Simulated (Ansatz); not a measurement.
# TiO2 (Anatase, I4_1/amd): phonons and vibrational spectra

Task: relax TiO2 (Anatase, I4_1/amd), then find its harmonic phonons.

Calculated with Ansatz 0.2.0; DFT LDA, scalar-relativistic, plane waves, PAW; PAW set soft_1.

**What experiment says.**

“Preparation of hydrogen, fluorine and chlorine doped and co-doped titanium dioxide photocatalysts: a theoretical and experimental approach” (2021, pmc:7952686) quotes from earlier work for TiO2, anatase (single crystal, quoted from earlier work): lattice constant a (a = b, tetragonal cell) 3.782 Å [literature value quoted in the paper's theory part]; lattice constant c (c, tetragonal cell) 9.502 Å [literature value quoted in the paper's theory part].

For TiO2, anatase (commercial anatase powder, 20 nm crystallites), “Olive Leaves as Biotemplates for Enhanced Solar-Light Harvesting by a Titania-Based Solid” (2020, pmc:7353264) gives, by diffuse reflectance UV-Vis: band gap (optical gap from modified Kubelka-Munk plot, exponent 1/2 (indirect)) 3.22 eV [commercial anatase powder, 20 nm crystallites; Tauc-type extrapolated optical gap …].

“Challenges to rutile-based geoscientific tools: low-temperature polymorphic TiO2 transformations and corresponding reactive pathways” (2020, pmc:7198570) reports for TiO2, anatase, by confocal Raman microscopy, 532 nm (natural fine-grained interstitial aggregate, Nb-bearing): Raman mode (B1g, Ti-O antisymmetric bending) 393 cm⁻¹ [natural fine-grained anatase aggregate in rock, with trace elements; band-fitted …]; Raman mode (A1g + B1g, unresolved band) 516 cm⁻¹ [unresolved A1g + B1g band, two modes in one value; natural fine-grained anatase aggregate …].

## (1) Set-up

Symmetry: I4_1/amd, No. 141, tetragonal system. The conventional cell has a = 3.784 Å, b = 3.784 Å, c = 9.515 Å, α = 90.00°, β = 90.00°, γ = 90.00°. Nearest to Ti lie 6 O at 1.93 to 1.98 Å. O has 3 Ti at 1.93 to 1.98 Å nearest. Farther neighbours and most contacts between anions are not listed.

## (2) Relaxation

Harmonic phonons are second derivatives at a point where the forces vanish, and they are wanted at zero stress, so atoms and cell are relaxed first.

Contents of input.yaml:

```yaml
crystal:
  lattice:
    - [-1.8921, 1.8921, 4.7573]
    - [1.8921, -1.8921, 4.7573]
    - [1.8921, 1.8921, -4.7573]
  atoms:
    - { symbol: Ti, position: [0.0, 0.0, 0.0] }
    - { symbol: Ti, position: [0.75, 0.25, 0.5] }
    - { symbol: O, position: [0.2081, 0.2081, 0.0] }
    - { symbol: O, position: [0.9581, 0.4581, 0.5] }
    - { symbol: O, position: [0.5419, 0.0419, 0.5] }
    - { symbol: O, position: [0.7919, 0.7919, 0.0] }
kpoints:
  mp_grid: { grid: [10, 10, 10] }
hamiltonian:
  xc: lda
  pseudopotentials: { kind: paw, azcp: { folder: soft_1 }, xc_functional: pbe }
scf:
  occupations: { method: gaussian, width: 0.02 }
output:
  forces: true
  stress: true
  eigenvalues: true
  write_density: true
  write_potential: true
  elf: true
  volumetric_format: npy
relax:
  adjacent_minimum: "off"
  f_tol: 0.005
  max_steps: 80
  cell: { stress_tol: 0.05 }
```

Run with:

```
$ ansatz run input.yaml --threads 4 --pin off --max-ram 10240MiB --backend cpu --events-out ev --progress --plain --runs-dir out
```

Numbers of over 12 decimals in the logs are rounded to 6 here.

Log:

```text
Engine: ansatz 0.2.0, aarch64-unknown-linux-gnu
Pseudopotentials: kind: paw
Pseudopotential: Ti, paw, valence charge 12, recommended cutoff 420 eV (normal), soft_1/Ti.paw.azcp
Pseudopotential: O, paw, valence charge 6, recommended cutoff 420 eV (normal), soft_1/O.paw.azcp
Functional definition: SPW92
  exchange = slater_x
  correlation = pw_c
Crystal: 6 atoms, lattice volume = 68.125 Å³
Basis set: ecut = 420 eV, 1315 PW (Γ)
Bands: 30, of which v1, the nominal top of the filled ones, is band 24 counted from 1 (23 counted from 0)
Symmetry: 16 space group operations
Space group: I41/amd (ITA 141), of the structure as read, at distance tolerance 4.1e-5 Å
k-points: 102 of 1000
Non-local potential: Ti, projectors of the file, l = 0: 3, l = 1: 2, l = 2: 3, l = 3: 1
Non-local potential: O, projectors of the file, l = 0: 2, l = 1: 2, l = 2: 1
PAW form: soft (Blöchl's): semilocal exchange-correlation on the pseudo side does not see the compensation charge
PAW frozen core: Ti, regenerated for the run's functional, and the local potential with it (the file was generated under x = pbe(κ = 0.804, μ = 0.219515), c = pbe(β = 0.066725))
PAW frozen core: O, regenerated for the run's functional, and the local potential with it (the file was generated under x = pbe(κ = 0.804, μ = 0.219515), c = pbe(β = 0.066725))
PAW one-centre angular grid: Ti, 590 points (default); XC on 64 Gauss nodes
PAW one-centre angular grid: O, 110 points (default); XC on 64 Gauss nodes
Initial density: superposition of atomic densities (chi_scale 0.1, normalization cell, long waves kept (reshape's long-wave potential 0.00 eV rms))
Initial wavefunctions: pseudopotential atomic-orbital guess
Functional: x = slater, c = lda
SCF iter   1: F=—  HF=-7130.929173 eV  |F-HF|=—  |Δ(HF+E_count)|=         —  Δρ=5.25e-2  dr2=2.04e0  ethr=3.10e-3  ⟨swp⟩=5.5  Hψ=11062  notcnv=0
preconditioner: auto → none  [insulator: Δε(μ)=2.106 eV  Ē_g=9.640 eV  σ=0.020 eV  W_gap=1.00  n_scr=14 (ndim 8)  ℏωp=25.4 eV  f_vac=0.000  D(μ)=0.00/eV (n_scr^D=0)  ε∞_Penn≈8.0]
SCF iter   2: F=—  HF=-7130.433661 eV  |F-HF|=—  |Δ(HF+E_count)|=   4.96e-1  Δρ=2.38e-2  dr2=1.99e-1  ethr=3.10e-3  ⟨swp⟩=2.0  Hψ=5650  notcnv=0  defer=168
SCF iter   3: F=—  HF=-7130.441111 eV  |F-HF|=—  |Δ(HF+E_count)|=   7.45e-3  Δρ=6.44e-3  dr2=2.35e-2  ethr=4.14e-4  ⟨swp⟩=3.0  Hψ=4971  notcnv=0  defer=168
SCF iter   4: F=—  HF=-7130.444077 eV  |F-HF|=—  |Δ(HF+E_count)|=   2.97e-3  Δρ=7.20e-4  dr2=1.98e-4  ethr=4.90e-5  ⟨swp⟩=2.0  Hψ=4840  notcnv=0  defer=168
SCF iter   5: F=—  HF=-7130.444139 eV  |F-HF|=—  |Δ(HF+E_count)|=   6.24e-5  Δρ=1.25e-4  dr2=6.38e-6  ethr=4.13e-7  ⟨swp⟩=2.7  Hψ=5363  notcnv=0  defer=168
SCF iter   6: F=—  HF=-7130.444144 eV  |F-HF|=—  |Δ(HF+E_count)|=   5.16e-6  Δρ=1.56e-5  dr2=6.96e-8  ethr=2.08e-10  ⟨swp⟩=11.8  Hψ=22109  notcnv=0
SCF iter   7: F=-7130.444144 eV  HF=-7130.444144 eV  |F-HF|=2.26e-10  |Δ(HF+E_count)|=   1.71e-8  Δρ=1.11e-6  dr2=3.93e-10  ethr=1.45e-10  ⟨swp⟩=5.5  Hψ=17191  notcnv=0
SCF 1 converged in 7 iterations: F = -7130.444144 eV  dr2 = 3.93e-10
  greatest PAW one-centre occupation: 0.998 electrons in one spin orbital (limit 2), on the Ti atom at site 1 (counted from 0), in its partial waves of l = 0
relax step   1: F+E_penalty+E_count = -7130.44414407 eV  Δ(F+E_penalty+E_count) = +0.000e0 eV  max|allowed force component| = 1.215e-1 eV/Å  Δτ_max = 0.0000 Å  P = -6.626 GPa  Ω = 68.125 Å³  (7 SCF iters, dr2 threshold 1.00e-7 eV, accepted)
Crystal: 6 atoms, lattice volume = 66.721 Å³
Basis set: ecut = 420 eV, 1283 PW (Γ)
Initial density: handed on by an earlier stage of this run
Initial wavefunctions: those handed on with the density
iter 1 solved again at ethr=1.84e-5 eV; its pass at ethr=3.10e-3 eV (dr2=8.84e-3 eV) is discarded
SCF iter   1: F=—  HF=-7130.489794 eV  |F-HF|=—  |Δ(HF+E_count)|=         —  Δρ=4.11e-3  dr2=9.35e-3  ethr=1.84e-5  ⟨swp⟩=1.1  Hψ=17206  notcnv=0
preconditioner: auto → none  [insulator: Δε(μ)=2.097 eV  Ē_g=9.688 eV  σ=0.020 eV  W_gap=1.00  n_scr=14 (ndim 8)  ℏωp=25.7 eV  f_vac=0.083  D(μ)=0.00/eV (n_scr^D=0)  ε∞_Penn≈8.0]
SCF iter   2: F=—  HF=-7130.488906 eV  |F-HF|=—  |Δ(HF+E_count)|=   8.88e-4  Δρ=3.88e-3  dr2=9.49e-3  ethr=1.84e-5  ⟨swp⟩=2.0  Hψ=5304  notcnv=0
SCF iter   3: F=—  HF=-7130.487346 eV  |F-HF|=—  |Δ(HF+E_count)|=   1.56e-3  Δρ=1.08e-3  dr2=7.75e-4  ethr=1.84e-5  ⟨swp⟩=2.0  Hψ=5073  notcnv=0
SCF iter   4: F=—  HF=-7130.487222 eV  |F-HF|=—  |Δ(HF+E_count)|=   1.24e-4  Δρ=2.45e-4  dr2=3.47e-5  ethr=1.61e-6  ⟨swp⟩=2.0  Hψ=4081  notcnv=0
SCF iter   5: F=—  HF=-7130.487231 eV  |F-HF|=—  |Δ(HF+E_count)|=   9.18e-6  Δρ=5.96e-5  dr2=1.36e-6  ethr=7.22e-8  ⟨swp⟩=2.1  Hψ=4829  notcnv=0
SCF iter   6: F=-7130.487231 eV  HF=-7130.487231 eV  |F-HF|=6.27e-9  |Δ(HF+E_count)|=   2.26e-7  Δρ=5.01e-6  dr2=8.77e-9  ethr=1.25e-9  ⟨swp⟩=9.0  Hψ=20614  notcnv=0
SCF 2 converged in 6 iterations: F = -7130.487231 eV  dr2 = 8.77e-9
relax step   2: F+E_penalty+E_count = -7130.48723125 eV  Δ(F+E_penalty+E_count) = -4.309e-2 eV  max|allowed force component| = 2.012e-2 eV/Å  Δτ_max = 0.0010 Å  P = -2.006 GPa  Ω = 66.721 Å³  energy of the carried Pulay correction = +5.045e-3 eV  (6 SCF iters, dr2 threshold 6.00e-7 eV, accepted)
Crystal: 6 atoms, lattice volume = 66.128 Å³
iter 1 solved again at ethr=4.43e-6 eV; its pass at ethr=3.10e-3 eV (dr2=2.13e-3 eV) is discarded
SCF iter   1: F=—  HF=-7130.493767 eV  |F-HF|=—  |Δ(HF+E_count)|=         —  Δρ=1.85e-3  dr2=1.84e-3  ethr=4.43e-6  ⟨swp⟩=2.1  Hψ=16869  notcnv=0
preconditioner: auto → none  [insulator: Δε(μ)=2.104 eV  Ē_g=9.742 eV  σ=0.020 eV  W_gap=1.00  n_scr=14 (ndim 8)  ℏωp=25.8 eV  f_vac=0.084  D(μ)=0.00/eV (n_scr^D=0)  ε∞_Penn≈8.0]
SCF iter   2: F=—  HF=-7130.493573 eV  |F-HF|=—  |Δ(HF+E_count)|=   1.94e-4  Δρ=1.68e-3  dr2=1.76e-3  ethr=3.84e-6  ⟨swp⟩=2.0  Hψ=5304  notcnv=0
SCF iter   3: F=—  HF=-7130.493282 eV  |F-HF|=—  |Δ(HF+E_count)|=   2.92e-4  Δρ=4.98e-4  dr2=1.59e-4  ethr=3.67e-6  ⟨swp⟩=2.0  Hψ=5002  notcnv=0
SCF iter   4: F=—  HF=-7130.493256 eV  |F-HF|=—  |Δ(HF+E_count)|=   2.56e-5  Δρ=1.15e-4  dr2=7.48e-6  ethr=3.32e-7  ⟨swp⟩=2.0  Hψ=4139  notcnv=0
SCF iter   5: F=-7130.493257 eV  HF=-7130.493257 eV  |F-HF|=4.10e-8  |Δ(HF+E_count)|=   8.02e-7  Δρ=2.55e-5  dr2=2.37e-7  ethr=1.25e-9  ⟨swp⟩=6.9  Hψ=20555  notcnv=0
SCF 3 converged in 5 iterations: F = -7130.493257 eV  dr2 = 2.37e-7
relax step   3: F+E_penalty+E_count = -7130.49325703 eV  Δ(F+E_penalty+E_count) = -6.026e-3 eV  max|allowed force component| = 8.914e-3 eV/Å  Δτ_max = 0.0001 Å  P = +0.110 GPa  Ω = 66.128 Å³  energy of the carried Pulay correction = +7.210e-3 eV  (5 SCF iters, dr2 threshold 6.00e-7 eV, accepted)
[...]
relax step   4: F+E_penalty+E_count = -7130.49326164 eV  Δ(F+E_penalty+E_count) = -4.614e-6 eV  max|allowed force component| = 5.014e-3 eV/Å  Δτ_max = 0.0003 Å  P = +0.019 GPa  Ω = 66.155 Å³  energy of the carried Pulay correction = +7.111e-3 eV  (4 SCF iters, dr2 threshold 3.88e-7 eV, accepted)
[...]
relax step   5: F+E_penalty+E_count = -7130.49322550 eV  Δ(F+E_penalty+E_count) = +3.614e-5 eV  max|allowed force component| = 7.452e-3 eV/Å  Δτ_max = 0.0012 Å  P = -0.012 GPa  Ω = 66.180 Å³  energy of the carried Pulay correction = +7.020e-3 eV  (5 SCF iters, dr2 threshold 3.37e-8 eV, accepted)
[...]
relax step   6: F+E_penalty+E_count = -7130.49319097 eV  Δ(F+E_penalty+E_count) = +3.453e-5 eV  max|allowed force component| = 3.195e-4 eV/Å  Δτ_max = 0.0011 Å  P = -0.002 GPa  Ω = 66.193 Å³  energy of the carried Pulay correction = +6.971e-3 eV  (5 SCF iters, dr2 threshold 3.47e-9 eV, accepted)
[...]
relax step   7: F+E_penalty+E_count = -7130.48733127 eV  Δ(F+E_penalty+E_count) = +5.860e-3 eV  max|allowed force component| = 8.226e-4 eV/Å  Δτ_max = 0.0000 Å  P = -0.167 GPa  Ω = 66.193 Å³  stress off target by 1.83e-1 GPa  SCF on the basis re-selected at this cell (its energy is not comparable with the rows above)  (8 SCF iters)
[...]
relax step   8: F+E_penalty+E_count = -7130.48752620 eV  Δ(F+E_penalty+E_count) = -1.949e-4 eV  max|allowed force component| = 3.129e-5 eV/Å  Δτ_max = 0.0001 Å  P = -0.003 GPa  Ω = 66.146 Å³  energy of the carried Pulay correction = +1.694e-4 eV  (4 SCF iters, dr2 threshold 8.36e-8 eV, accepted)
iter 1 solved again at ethr=8.38e-8 eV; its pass at ethr=3.10e-3 eV (dr2=4.02e-5 eV) is discarded
SCF iter   1: F=—  HF=-7130.487329 eV  |F-HF|=—  |Δ(HF+E_count)|=         —  Δρ=1.04e-5  dr2=3.59e-8  ethr=8.38e-8  ⟨swp⟩=3.5  Hψ=19814  notcnv=0
preconditioner: auto → none  [insulator: Δε(μ)=2.106 eV  Ē_g=9.741 eV  σ=0.020 eV  W_gap=1.00  n_scr=14 (ndim 8)  ℏωp=25.8 eV  f_vac=0.086  D(μ)=0.00/eV (n_scr^D=0)  ε∞_Penn≈8.0]
SCF iter   2: F=—  HF=-7130.487329 eV  |F-HF|=—  |Δ(HF+E_count)|=   7.41e-8  Δρ=5.90e-6  dr2=1.37e-8  ethr=7.49e-11  ⟨swp⟩=2.5  Hψ=5468  notcnv=0
SCF iter   3: F=—  HF=-7130.487329 eV  |F-HF|=—  |Δ(HF+E_count)|=   4.46e-9  Δρ=5.71e-6  dr2=2.29e-8  ethr=2.84e-11  ⟨swp⟩=2.0  Hψ=4678  notcnv=0
SCF iter   4: F=—  HF=-7130.487329 eV  |F-HF|=—  |Δ(HF+E_count)|=   3.75e-9  Δρ=1.18e-6  dr2=7.46e-10  ethr=2.84e-11  ⟨swp⟩=2.0  Hψ=4681  notcnv=0
SCF iter   5: F=-7130.487329 eV  HF=-7130.487329 eV  |F-HF|=2.91e-11  |Δ(HF+E_count)|=  1.36e-10  Δρ=3.38e-7  dr2=5.21e-11  ethr=1.00e-12  ⟨swp⟩=4.8  Hψ=14400  notcnv=0
SCF 9 converged in 5 iterations: F = -7130.487329 eV  dr2 = 5.21e-11
relax step   9: F+E_penalty+E_count = -7130.48732915 eV  Δ(F+E_penalty+E_count) = +1.971e-4 eV  max|allowed force component| = 1.265e-5 eV/Å  Δτ_max = 0.0000 Å  P = -0.005 GPa  Ω = 66.146 Å³  stress off target by 5.52e-3 GPa  SCF on the basis re-selected at this cell (its energy is not comparable with the rows above)  (5 SCF iters)
basis re-selected at this cell: Δ(F+E_penalty+E_count) = +1.971e-4 eV, ΔP = -0.002 GPa vs the last step (what re-selecting the basis moved, of the pressure what is left beyond the Pulay correction that the steps carried, after the strain that the cell walked since its last selection, with what the two solves' SCF thresholds leave and, on support functions, any second-order correction that the steps lacked; it is no m [...]
SCF converged after 5 iterations
Free energy (F): -7130.487329 eV
Harris-Foulkes:  -7130.487329 eV  (|F-HF|=2.91e-11)
Internal energy: -7130.487329 eV  (E = F + TS)
E sigma→0 (E₀):  -7130.487329 eV
Fermi energy:    8.316598 eV
--- Per-component energies (eV) ---
  E_band       = -450.529409
  E_kinetic    = 1230.864481
  E_local      = -3638.971021  (includes V_loc(G=0)·N_el)
  E_nonlocal   = 340.579358
  E_hartree    = 1395.896701
  E_xc         = -513.545706
  E_vxc        = -654.366407  (∫ρ·V_xc dr)
  E_paw        = -2590.419548  (= ΣΔE_a)
  E_vpaw       = -520.432301  (= ΣTr[D̂ρ^β])
  E_aug_tail   = 0.003027  (compensation charges beyond the density's cutoff)
  E_ewald      = -3355.934209
  E_core_change = 1.039587  (= ΣΔE_core)
  E_smearing   = -0.000000  (= −TS)
  E_closure    = -0.000000  (closes the sum)
  Σ components = -7130.487329   (vs F -7130.487329, Δ=0.00e0)
--- Forces (eV/Å), atoms counted from 1 ---
  atom   1  Ti    -0.00000000     0.00000000    -0.00000000
  atom   2  Ti     0.00000000     0.00000000     0.00000000
  atom   3  O      0.00000000     0.00000000     0.00001265
  atom   4  O     -0.00000000    -0.00000000     0.00001265
  atom   5  O     -0.00000000     0.00000000    -0.00001265
  atom   6  O      0.00000000     0.00000000    -0.00001265
  max |Σ_I F_I| component: 4.12e-18 eV/Å
--- Stress (GPa, compression-positive) ---
       -0.005521      -0.000000       0.000000
       -0.000000      -0.005521      -0.000000
        0.000000       0.000000      -0.003909
  P = ⅓ Tr σ = -0.0050 GPa (-0.050 kbar)
--- Band table (eV; the first three rows and the last of 102) ---
  k-point 0: bands = [... 20 lower, 6.5146, 6.5146, 6.7725, 6.7725, 9.3694, 10.1675, 11.3960, 11.3960, ... 2 higher]
  k-point 1: bands = [... 20 lower, 6.2706, 6.3061, 6.5145, 6.9166, 9.8367, 10.2319, 10.9711, 11.2145, ... 2 higher]
  k-point 2: bands = [... 20 lower, 5.6956, 6.0945, 6.6596, 7.0186, 10.2733, 10.5245, 10.6776, 11.0128, ... 2 higher]
  k-point 101: bands = [... 20 lower, 5.9904, 5.9904, 7.1651, 7.1651, 9.7533, 9.7533, 11.1585, 11.1585, ... 2 higher]
--- Relaxed structure (7 steps of the walk, 7 accepted, 2 SCFs on fresh bases) ---
  F+E_penalty+E_count = -7130.48732915 eV   max|allowed force component| = 1.265e-5 eV/Å   (the final SCF, on the basis selected at the relaxed cell)
  cell:  # Å, volume = 66.1458 Å³
    - [-1.869930, 1.869930, 4.729247]
    - [1.869930, -1.869930, 4.729247]
    - [1.869930, 1.869930, -4.729247]
  atoms:
    - { symbol: Ti, position: [0, 0, 0] }
    - { symbol: Ti, position: [0.75, 0.250000, 0.5] }
    - { symbol: O, position: [0.207944, 0.207944, 0] }
    - { symbol: O, position: [0.957944, 0.457944, 0.5] }
    - { symbol: O, position: [0.542056, 0.042056, 0.500000] }
    - { symbol: O, position: [0.792056, 0.792056, 0] }
```

Wall time 35 s (4 threads of Arm Neoverse V1, shared host); peak memory 0.5 GiB; 2.3 min of CPU time.

Step by step:

```tsv
step	energy less that of the first step (eV)	largest force component (eV/Å)	pressure (GPa)	volume (Å³)
1	0.0000	0.1215	-6.63	68.13
2	-0.0431	0.0201	-2.01	66.72
3	-0.0491	0.0089	0.11	66.13
4	-0.0491	0.0050	0.02	66.15
5	-0.0491	0.0075	-0.01	66.18
6	-0.0490	0.0003	0.00	66.19
7*	-0.0432	0.0008	-0.17	66.19
8	-0.0434	0.0000	0.00	66.15
9*	-0.0432	0.0000	0.00	66.15
```

Relaxation steps marked * repeat the geometry before them on a plane-wave basis chosen anew for their cell, so energy and pressure can jump there.

The run keeps the 16 symmetry operations that it works with, so distortions that break them were not tested.

```tsv
conventional cell, symmetrised	before	after	change
a (Å)	3.784	3.740	-1.2 %
b (Å)	3.784	3.740	-1.2 %
c (Å)	9.515	9.458	-0.6 %
volume (Å³/atom)	11.35	11.02	-2.9 %
```

The relaxed structure:

```xyz
6
Lattice="-1.8699 1.8699 4.7292 1.8699 -1.8699 4.7292 1.8699 1.8699 -4.7292" Properties=species:S:1:pos:R:3 pbc="T T T"
Ti    0.0000    0.0000    0.0000
Ti    0.0000    1.8699    2.3646
O     0.0000    0.0000    1.9668
O     0.0000    1.8699    4.3315
O     0.0000    1.8699    0.3978
O     0.0000    0.0000    7.4917
```

Numbers from this step:

```yaml
pressure: -0.004983 GPa
gap_on_the_k_mesh: 2.106 eV
volume_per_atom: 11.02 Å³
direct_gap_on_mesh: 2.440 eV
```

ELF in the ac plane of the conventional cell at fractional y = 0.000, with atoms of Ti and O within 0.2 Å of it. It is the smooth field of the valence electrons, not physical close to the nuclei.

Ten even steps from '_' (0.01) to '@' (0.80), each cell a mean:
```
%%%%**--##@@##++%%@@++--##%%
**++::::##@@%%##%%@@++..--++
====::..--##%%%%##**--..--==
@@@@%%==..::--==--....++%%@@
++%%@@++::++##%%##==::##@@##
##@@@@====%%%%##%%##--**@@%%
@@@@**::==%%@@%%%%##::--%%@@
**++::__..==****++--....--++
..____..--==++++++--::..__..
____..++%%@@@@@@@@@@##--____
____::**@@@@##++%%@@%%++..__
____..**@@@@%%##@@@@%%==____
______--**@@@@@@@@%%++::____
________::==++**++--..______
____________......__________
--::..__________________::::
%%##**--____________..==**%%
@@@@@@##--________..==%%@@@@
++%%@@%%++..______::**@@@@##
##%%@@%%++..______::**@@@@%%
%%%%##++::________..--**%%%%
==--::..__..::--::..__..::==
%%##++..::++##%%##==..::**%%
##@@%%--==@@@@@@@@%%--==%%%%
```
Columns run along a (3.7 Å), rows up along c (9.5 Å), edges of the conventional cell, whose origin can differ from the input's. Atoms in or near the plane, at fractional coordinates: Ti at (0.00, 0.00), Ti at (0.50, 0.75), O at (0.00, 0.21), O at (0.50, 0.96), O at (0.50, 0.54), O at (0.00, 0.79).

Electrostatic potential energy in the ac plane of the conventional cell at fractional y = 0.000, with atoms of Ti and O within 0.2 Å of it. With pseudopotentials it is smooth inside the atoms' cores, unlike the true potential.

Values in eV, 24 rows by 14 columns, each cell a mean:
```
-35 -34 -26  -9  -3 -23 -33 -36 -30 -15  -2 -16 -30 -35
-24 -20 -10   2   3 -18 -29 -32 -27  -9   4  -2 -14 -22
 -1   2   6   8   8   3  -6  -9  -3   6   8   7   4   0
-22 -15   1   7   5  -2  -8  -9  -6   1   6   7  -5 -18
-35 -30 -15   1  -8 -23 -30 -31 -28 -18  -3  -1 -23 -33
-32 -27 -10  -2 -19 -32 -36 -36 -35 -28 -12  -1 -18 -29
 -3   1   7   1 -16 -30 -35 -35 -34 -26  -9   5   6  -1
 13  13  11   7  -2 -14 -22 -24 -20 -10   2   9  12  13
 14  14  13  11   8   5   0  -1   2   6   9  12  13  14
 14  14  14  13  10  -4 -18 -22 -15   3  11  13  14  14
 15  15  14  13   5 -22 -33 -35 -29 -12  10  14  15  15
 15  15  15  14   8 -16 -29 -32 -26  -6  11  14  15  15
 15  15  15  14  13   8   0  -3   2  11  13  14  15  15
 15  15  14  14  14  14  13  13  13  14  14  14  15  15
 14  14  14  14  14  14  14  14  14  14  14  14  14  14
 14  14  14  14  14  14  14  14  14  14  14  14  14  14
 10  12  13  14  14  15  15  15  15  15  14  14  13  11
-18 -11   5  13  14  15  15  15  15  15  14  12  -1 -15
-36 -29 -12  10  14  15  15  15  15  15  13   5 -21 -33
-32 -26  -7  10  14  14  15  15  15  14  13   7 -16 -29
 -9  -3   7  11  13  14  14  14  14  14  12  10   4  -6
 -9  -6   1   7  11  13  13  14  13  12  10   6  -2  -7
-31 -28 -18  -3   7  10  11  10  11  10   4  -8 -23 -30
-36 -35 -28 -12   3  -4 -15 -18 -12   1  -1 -19 -32 -36
```
Columns run along a (3.7 Å; values clipped at the 3rd and 97th percentile), rows up along c (9.5 Å), edges of the conventional cell, whose origin can differ from the input's. Atoms in or near the plane, at fractional coordinates: Ti at (0.00, 0.00), Ti at (0.50, 0.75), O at (0.00, 0.21), O at (0.50, 0.96), O at (0.50, 0.54), O at (0.00, 0.79).

[end of part 1 of 3]

[Logs are printed without paths, hosts, clocks, repeated set-up lines and the standing remarks that a program may print on its own settings, such as how far it seeks lower states.]

[Hosts, paths, dates, database ids (printed as entryN), source tags and the programs' standing remarks are cut or masked in the printed files.]
